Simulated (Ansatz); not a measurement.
# SiO2 (P4_32_12): band gap by G0W0 on LDA, part 2 of 2

How far does one-shot GW move the LDA gap of SiO2 (P4_32_12)?

Ansatz 0.2.0; LDA, then G0W0 on it, plane waves, PAW. Known limits of the many-body steps: finite bands, screening cutoff and k mesh; no spin-orbit coupling in G0W0.

So far. Step 2 (Bands along the symmetry lines): Over mesh and path the gap is 5.480 eV, direct, at k = Γ.

In doubt: masses and optical values from hybrid runs of this build are listed as unsure (in some of the runs), which bears on the screening that GW takes from such a start.

**3. One-shot GW**

G0W0 replaces the xc potential by a self-energy built once from the orbitals of the start. Levels are corrected in the window of bands that the input names, at points of the mesh.

This step: G0W0 on LDA, plane waves, PAW; PAW set soft_1.

input.yaml

```yaml
crystal:
  lattice:
    - [4.9329, 0.0, 0.0]
    - [0.0, 4.9329, 0.0]
    - [0.0, 0.0, 6.4645]
  atoms:
    - { symbol: Si, position: [0.817705, 0.817705, 0.5] }
    - { symbol: Si, position: [0.682295, 0.317705, 0.25] }
    - { symbol: Si, position: [0.182295, 0.182295, 0.0] }
    - { symbol: Si, position: [0.317705, 0.682295, 0.75] }
    - { symbol: O, position: [0.26834, 0.36457, 0.80193] }
    - { symbol: O, position: [0.13543, 0.76834, 0.55193] }
    - { symbol: O, position: [0.73166, 0.63543, 0.30193] }
    - { symbol: O, position: [0.86457, 0.23166, 0.05193] }
    - { symbol: O, position: [0.76834, 0.13543, 0.44807] }
    - { symbol: O, position: [0.63543, 0.73166, 0.69807] }
    - { symbol: O, position: [0.23166, 0.86457, 0.94807] }
    - { symbol: O, position: [0.36457, 0.26834, 0.19807] }
kpoints:
  mp_grid: { grid: [4, 4, 2] }
hamiltonian:
  xc: lda
  pseudopotentials: { kind: paw, azcp: { folder: soft_1 }, xc_functional: pbe }
scf:
  occupations: { method: fixed }
gw:
  n_empty_bands: 862
  ecut_chi: 180.0
  qp_bands: [v4, c4]
  qp_kpoints: band_edges
  screening: { model: contour_deformation }
```

Started as:

```console
ansatz run input.yaml --threads 3 --pin off --max-ram 92160MiB --backend cuda --events-out ev --progress --plain --runs-dir out --devices 1 --max-vram 13GiB
```

Numbers of over 12 decimals in the logs are rounded to 6 here.

Log:

```text
GPUs: using 1 of 1 available (devices: 1).
[...]
GPU FFT provider: cuFFT
GPU libraries: cuBLAS 13.8.2, cuFFT 12.4.0, cuSOLVER 12.3.4
Crystal: 12 atoms, lattice volume = 157.304 Å³
Basis set: ecut = 420 eV, 3097 PW (Γ)
Bands: 44, of which v1, the nominal top of the filled ones, is band 32 counted from 1 (31 counted from 0)
Symmetry: 8 space group operations
[...]
k-points: 12 of 32
[...]
GPU buffer pool allocated for 58320 grid points (all kernels)
[...]
SCF iter   1: F=—  HF=-6896.770291 eV  |F-HF|=—  |Δ(HF+E_count)|=         —  Δρ=1.21e-1  dr2=2.05e1  ethr=3.10e-3  ⟨swp⟩=4.6  Hψ=2141  notcnv=0  defer=106
[...]
SCF iter   8: F=-6890.679919 eV  HF=-6890.679919 eV  |F-HF|=2.53e-9  |Δ(HF+E_count)|=   5.65e-8  Δρ=1.79e-6  dr2=4.60e-9  ethr=1.56e-10  ⟨swp⟩=13.3  Hψ=2577  notcnv=0
SCF 1 converged in 8 iterations: F = -6890.679919 eV  dr2 = 4.60e-9
[...]
NSCF: frozen V_eff on 12 k-points
the band table was solved once the SCF had ended and its energy, with any forces and stress, was formed, with the checks that follow a solve (2335 applications of the Hamiltonian). They found nothing against the state; the energy, forces and stress were not computed again (output.eigenvalues in the input reference)
[...]
G₀W₀ screening: q 1/12
[... further progress lines ...]
SCF converged after 8 iterations
Free energy (F): -6890.679919 eV
[...]
Internal energy: -6890.679919 eV  (E = F + TS)
E sigma→0 (E₀):  -6890.679919 eV
Fermi energy:    1.864915 eV
[...]
--- Band table (eV; the first three rows and the last of 12) ---
  k-point 0: bands = [... 28 lower, 1.0212, 1.3943, 1.3943, 1.8649, 7.3450, 10.3793, 10.3793, 11.0016, ... 8 higher]
  k-point 1: bands = [... 28 lower, 1.1362, 1.1362, 1.4453, 1.4453, 8.7514, 8.7514, 10.7765, 10.7765, ... 8 higher]
  k-point 2: bands = [... 28 lower, 0.9199, 1.3051, 1.3273, 1.6950, 8.0317, 10.5255, 10.5266, 10.7721, ... 8 higher]
  k-point 11: bands = [... 28 lower, 1.3601, 1.3601, 1.3601, 1.3601, 10.6760, 10.6760, 10.6760, 10.6760, ... 8 higher]
--- G₀W₀: contour deformation, 6 samples at zero and on the imaginary axis and 2 off it, 32 q-points, 862 empty bands' worth ---
  eigenvalues of the whole cell's RPA ε∞ on this k-mesh (on a slab, of 1 + 4πα/V) = 2.3210, 2.3835, 2.3835; static W/v taken at q = 0 is 0.425093
  bands read: the sum over 894 bands ends inside a degenerate multiplet in 2 slots, whose members it reads at an even weight; the widest, k=11: bands 893 to 896 (counted from 1) at 2/4 each
  gw.qp_kpoints: band_edges: 11 of 12 stored k-points solved, in 1 pass; an edge of the gap read off the rows below is read off those points alone
    valence top: of the k-points left out ik 8 came nearest to being solved in a further pass, in band 32 (counted from 1, as in the quasiparticle table): it holds the edge there only if its correction is more favourable than any solved in that band by at least 0.522 eV; those differ by 0.057 eV
    conduction bottom: of the k-points left out ik 8 came nearest to being solved in a further pass, in band 33 (counted from 1, as in the quasiparticle table): it holds the edge there only if its correction is more favourable than any solved in that band by at least 2.448 eV; those differ by 0.435 eV
    ik  band        ε_KS         Σx   Σc(E_QP)       V_xc       Z   E_QP_lin       E_QP  E_QP is
     0    29      1.0212   -26.4456     4.0639   -20.5834  0.7992    -0.8058    -0.7771  root
     0    30      1.3943   -26.7510     4.0790   -20.9059  0.7988    -0.3989    -0.3718  root
     0    31      1.3943   -26.7510     4.0790   -20.9059  0.7988    -0.3989    -0.3718  root
     0    32      1.8649   -26.7181     4.0130   -20.9828  0.8000     0.1177     0.1427  root
     0    33      7.3450    -7.8905    -3.5222   -12.8979  0.8620     8.8416     8.8301  root
     0    34     10.3793    -6.3174    -4.1172   -12.2218  0.8564    12.1873    12.1665  root
     0    35     10.3793    -6.3174    -4.1172   -12.2218  0.8564    12.1873    12.1665  root
     0    36     11.0016    -6.0269    -4.1448   -12.0065  0.8576    12.8585    12.8363  root
     1    29      1.1362   -26.3311     4.0701   -20.4612  0.7991    -0.6924    -0.6635  root
     1    30      1.1362   -26.3311     4.0701   -20.4612  0.7991    -0.6924    -0.6635  root
     1    31      1.4453   -26.3183     4.0508   -20.4921  0.7993    -0.3578    -0.3300  root
     1    32      1.4453   -26.3183     4.0508   -20.4921  0.7993    -0.3578    -0.3300  root
     1    33      8.7514    -8.8963    -3.6429   -14.1958  0.8525    10.4237    10.4080  root
     1    34      8.7514    -8.8963    -3.6429   -14.1958  0.8525    10.4237    10.4080  root
     1    35     10.7765    -5.9516    -4.1675   -11.9298  0.8566    12.6087    12.5871  root
     1    36     10.7765    -5.9516    -4.1675   -11.9298  0.8566    12.6087    12.5871  root
     2    29      0.9199   -26.2731     4.0917   -20.3616  0.7984    -0.9300    -0.8999  root
     2    30      1.3051   -26.6494     4.0777   -20.7991  0.7988    -0.4950    -0.4674  root
     2    31      1.3273   -26.6342     4.0794   -20.7793  0.7989    -0.4759    -0.4483  root
     2    32      1.6950   -26.4881     4.0090   -20.7381  0.7999    -0.0719    -0.0459  root
     2    33      8.0317    -8.2896    -3.5525   -13.3909  0.8579     9.5935     9.5805  root
     2    34     10.5255    -6.4987    -4.0399   -12.3106  0.8554    12.3181    12.2975  root
     2    35     10.5266    -6.4290    -4.1006   -12.3215  0.8552    12.3396    12.3184  root
     2    36     10.7721    -7.7760    -4.1803   -13.8838  0.8508    12.7242    12.6996  root
     3    29      0.9840   -26.1415     4.0692   -20.2583  0.7989    -0.8596    -0.8298  root
     3    30      0.9840   -26.1415     4.0692   -20.2583  0.7989    -0.8596    -0.8298  root
     3    31      1.5507   -26.5295     4.0484   -20.7228  0.7992    -0.2345    -0.2076  root
     3    32      1.5507   -26.5295     4.0484   -20.7228  0.7992    -0.2345    -0.2076  root
     3    33      9.1462    -8.8447    -3.7491   -14.3037  0.8511    10.8737    10.8562  root
     3    34      9.1462    -8.8447    -3.7491   -14.3037  0.8511    10.8737    10.8562  root
     3    35     10.9897    -6.3944    -4.1452   -12.3642  0.8538    12.8366    12.8142  root
     3    36     10.9897    -6.3944    -4.1452   -12.3642  0.8538    12.8366    12.8142  root
     4    29      1.1342   -26.2939     4.0769   -20.4185  0.7988    -0.6932    -0.6641  root
     4    30      1.1342   -26.2939     4.0769   -20.4185  0.7988    -0.6932    -0.6641  root
     4    31      1.3216   -26.1998     4.0341   -20.3869  0.7992    -0.4853    -0.4572  root
     4    32      1.3216   -26.1998     4.0341   -20.3869  0.7992    -0.4853    -0.4572  root
     4    33      9.4618    -8.5498    -3.7915   -14.0550  0.8513    11.1935    11.1755  root
     4    34      9.4618    -8.5498    -3.7915   -14.0550  0.8513    11.1935    11.1755  root
     4    35     10.7353    -6.5288    -4.0184   -12.3208  0.8542    12.5299    12.5090  root
     4    36     10.7353    -6.5288    -4.0184   -12.3208  0.8542    12.5299    12.5090  root
[...]
10    33     10.2147    -8.4086    -4.1093   -14.4381  0.8486    12.1590    12.1348  root
    10    34     10.2147    -8.4086    -4.1093   -14.4381  0.8486    12.1590    12.1348  root
    10    35     10.3047    -7.9686    -3.9031   -13.6436  0.8493    12.0973    12.0767  root
    10    36     10.3047    -7.9686    -3.9031   -13.6436  0.8493    12.0973    12.0767  root
    11    29      1.3601   -26.4664     4.0458   -20.6572  0.7988    -0.4305    -0.4031  root
    11    30      1.3601   -26.4664     4.0458   -20.6572  0.7988    -0.4305    -0.4031  root
    11    31      1.3601   -26.4664     4.0458   -20.6572  0.7988    -0.4305    -0.4031  root
    11    32      1.3601   -26.4664     4.0458   -20.6572  0.7988    -0.4305    -0.4031  root
    11    33     10.6760    -8.3046    -4.0560   -14.2336  0.8460    12.5732    12.5491  root
    11    34     10.6760    -8.3046    -4.0560   -14.2336  0.8460    12.5732    12.5491  root
    11    35     10.6760    -8.3046    -4.0560   -14.2336  0.8460    12.5732    12.5491  root
    11    36     10.6760    -8.3046    -4.0560   -14.2336  0.8460    12.5732    12.5491  root
```

The job ended after 75 s (1 × NVIDIA H100 80GB HBM3 (shared by 6 runs) with 3 threads of AMD EPYC 7R13 (Zen 3), shared host; peak memory 3.2 GiB; 2.3 min of CPU time).

This step gave:

* bands summed: 894
* RPA ε∞ on this mesh (eigenvalues): 2.321, 2.383, 2.383
* plane waves in the screening matrix: 855
* q-points in the mesh: 32
* G0W0 gap over the corrected points: 8.687 eV
* k of the valence top: 0, 0, 0
* k of the conduction bottom: 0, 0, 0
* starting gap on the mesh: 5.480 eV
* Z at the valence top: 0.8000
* Z at the conduction bottom: 0.8620
* least direct G0W0 gap over the corrected points: 8.687 eV

Over 11 of 12 irreducible mesh points the G0W0 gap is 8.687 eV, direct, at k = Γ. The LDA gap of this run on the mesh is 5.480 eV. The two states that bound the G0W0 gap lie that far apart at the start, so the correction of the gap is 8.687 − 5.480 = +3.207 eV. The start of this run differs from the step before in mesh (6×6×4 and 4×4×2).

Labels follow the order of the start: v1 is the top filled band, c1 the lowest empty one; levels that stay degenerate share a row, the window can cut a multiplet, doubted levels are not marked in this list, bands outside the window were not corrected, and the list may be a part of the corrected levels. The levels before and after the correction (eV, zero at the valence-band top of each column):

|  | conduction bottom | valence top |
| --- | --- | --- |
| Kohn-Sham | 5.48 | 0.00 |
| G0W0 | 8.69 | 0.00 |

|  | level | occupation | energy (eV) |
| --- | --- | --- | --- |
| Kohn-Sham | Γ v4 | 2 | -0.844 |
| Kohn-Sham | Γ v3-v2 | 2 | -0.471 |
| Kohn-Sham | Γ v1 | 2 | 0.000 |
| Kohn-Sham | Γ c1 | 0 | 5.480 |
| Kohn-Sham | Γ c2-c3 | 0 | 8.514 |
| Kohn-Sham | Γ c4 | 0 | 9.137 |
| G0W0 | Γ v4 | 2 | -0.920 |
| G0W0 | Γ v3-v2 | 2 | -0.514 |
| G0W0 | Γ v1 | 2 | 0.000 |
| G0W0 | Γ c1 | 0 | 8.687 |
| G0W0 | Γ c2-c3 | 0 | 12.024 |
| G0W0 | Γ c4 | 0 | 12.694 |

The parts of the quasiparticle energy for the two states that bound the G0W0 gap, in eV on the run's own scale (QP = start + Σx + Σc − Vxc, with Σc at the quasiparticle energy):

| edge | k | band | start | Σx | Σc | Vxc | Z | QP |
| --- | --- | --- | --- | --- | --- | --- | --- | --- |
| valence top | Γ | 32 | 1.865 | −26.718 | 4.013 | −20.983 | 0.800 | 0.143 |
| conduction bottom | Γ | 33 | 7.345 | −7.891 | −3.522 | −12.898 | 0.862 | 8.830 |

**4. The runs together**

Each gap is the least one over the points named; times are wall times on shared hosts, not benchmarks. A G0W0 time includes the run's own self-consistent start. Rows marked * are further runs, not shown as steps, whose inputs differ from the G0W0 step on the same start in the columns given; solver thresholds can differ too.

| level | mesh | files, cutoff | bands summed, screening | points | gap (eV) | valence top | conduction bottom | least direct gap (eV) | time |
| --- | --- | --- | --- | --- | --- | --- | --- | --- | --- |
| LDA | 6×6×4 | soft_1 PAW, 420 eV | - | mesh and path | 5.480 | Γ | Γ | 5.480 | 17 s |
| G0W0@LDA* | 4×4×2 | soft_1 PAW, 420 eV | 173, 54 eV | 11 of 12 irreducible mesh points | 8.355 | Γ | Γ | 8.355 | 11 s |
| G0W0@LDA* | 4×4×2 | soft_1 PAW, 420 eV | 432, 108 eV | 11 of 12 irreducible mesh points | 8.496 | Γ | Γ | 8.496 | 24 s |
| G0W0@LDA | 4×4×2 | soft_1 PAW, 420 eV | 894, 180 eV | 11 of 12 irreducible mesh points | 8.687 | Γ | Γ | 8.687 | 75 s |
| G0W0@LDA* | 2×2×2 | soft_1 PAW, 420 eV | 432, 108 eV | all 6 irreducible mesh points | 8.516 | Γ | Γ | 8.516 | 13 s |
| G0W0@LDA* | 4×4×2 | soft_1 PAW, 420 eV | 432, 108 eV, plasmon pole | 11 of 12 irreducible mesh points | 8.473 | Γ | Γ | 8.473 | 32 s |

**5. Summary of results**

| Quantity | Value |
| --- | --- |
| LDA gap over mesh and path | 5.480 eV, direct, at k = Γ |
| G0W0@LDA gap over 11 of 12 irreducible mesh points | 8.687 eV, direct, at k = Γ |
| GW settings | 4×4×2 mesh, 862 empty bands, screening to 180 eV, PAW set soft_1 files |
| known limits | finite bands, screening cutoff and k mesh; no spin-orbit coupling in G0W0 |

What this shows: Over 11 of 12 irreducible mesh points the G0W0 gap is 8.687 eV, direct, at k = Γ. The LDA gap of this run on the mesh is 5.480 eV. The two states that bound the G0W0 gap lie that far apart at the start, so the correction of the gap is 8.687 − 5.480 = +3.207 eV. The valence state moves by 0.143 − 1.865 = −1.722 eV and the conduction state by 8.830 − 7.345 = +1.485 eV, on the run's own scale; with 173 bands the edge states move by −1.250 and +1.625 eV, so the split between the edges depends on the bands and cutoff. Both edges that LDA shows over mesh and path lie at k points where levels were corrected. Levels at other points were not corrected, so a lower G0W0 gap elsewhere in the zone is not ruled out. From 173 bands and 54 eV to 894 bands and 180 eV the gap moves by 8.687 − 8.355 = +0.332 eV (rung by rung 8.355, 8.496, 8.687 eV); bands and screening cutoff rise together, so their parts are not told apart. A line in one over the bands through the two highest rungs gives 8.687 + (8.687 − 8.496) × 432 / (894 − 432) = 8.866 eV, and through the pair below 8.496 + (8.496 − 8.355) × 173 / (432 − 173) = 8.590 eV. The two differ by 0.276 eV, not under the 0.030 eV asked, so the law does not hold well over these rungs and the limit is not known. With the 2×2×2 mesh in place of the 4×4×2 mesh and all else as in the G0W0@LDA row with 432 bands, the gap differs by 8.516 − 8.496 = +0.020 eV, and that of the start by 5.479 − 5.480 = −0.001 eV. With the plasmon pole model in place of the contour deformation model and all else as in the G0W0@LDA row with 432 bands, the gap differs by 8.473 − 8.496 = −0.023 eV. G0W0 on other starts in this series, not shown as steps and not all at these settings: 9.348 eV on HSE06 (4×4×2, soft_1 PAW, 432 bands, 108 eV) and 9.557 eV on PBE0 (4×4×2, soft_1 PAW, 432 bands, 108 eV). The G0W0 runs are scalar-relativistic. G0W0@LDA runs of this series with other atomic data on the same mesh, not shown as steps, give 8.517 eV (hard PAW, 930 eV, 432 bands, screening to 108 eV; the table's row with the same empty bands and screening cutoff has 8.496 eV); where bands and cutoffs differ too, the part of the files is not isolated.

[Paths, hosts, dates, memory and timing lines, banners, echoed tables and standing remarks are left out of the program output.]

[Logs are printed without paths, hosts, clocks, repeated set-up lines and the standing remarks that a program may print on its own settings, such as how far it seeks lower states.]

[Runs of the session that timed out or met a known fault of the program may be left out.]

[Cells called generated may have been cut or substituted from an entry of the Crystallography Open Database or the Materials Project.]

[Hosts, paths, dates, database ids (printed as entryN), source tags and the programs' standing remarks are cut or masked in the printed files.]

[Where an RPA ε∞ is given, it is that of the G0W0 mesh and is not shown converged in it. Names of k-points follow the symmetry that the program found, which can be lower than the space group named. Band edges on a path are those of the sampled points; other points can move an edge, and change direct to indirect where valleys lie close.]

[Hybrid gaps are those of their k-mesh and are not shown converged in it.]
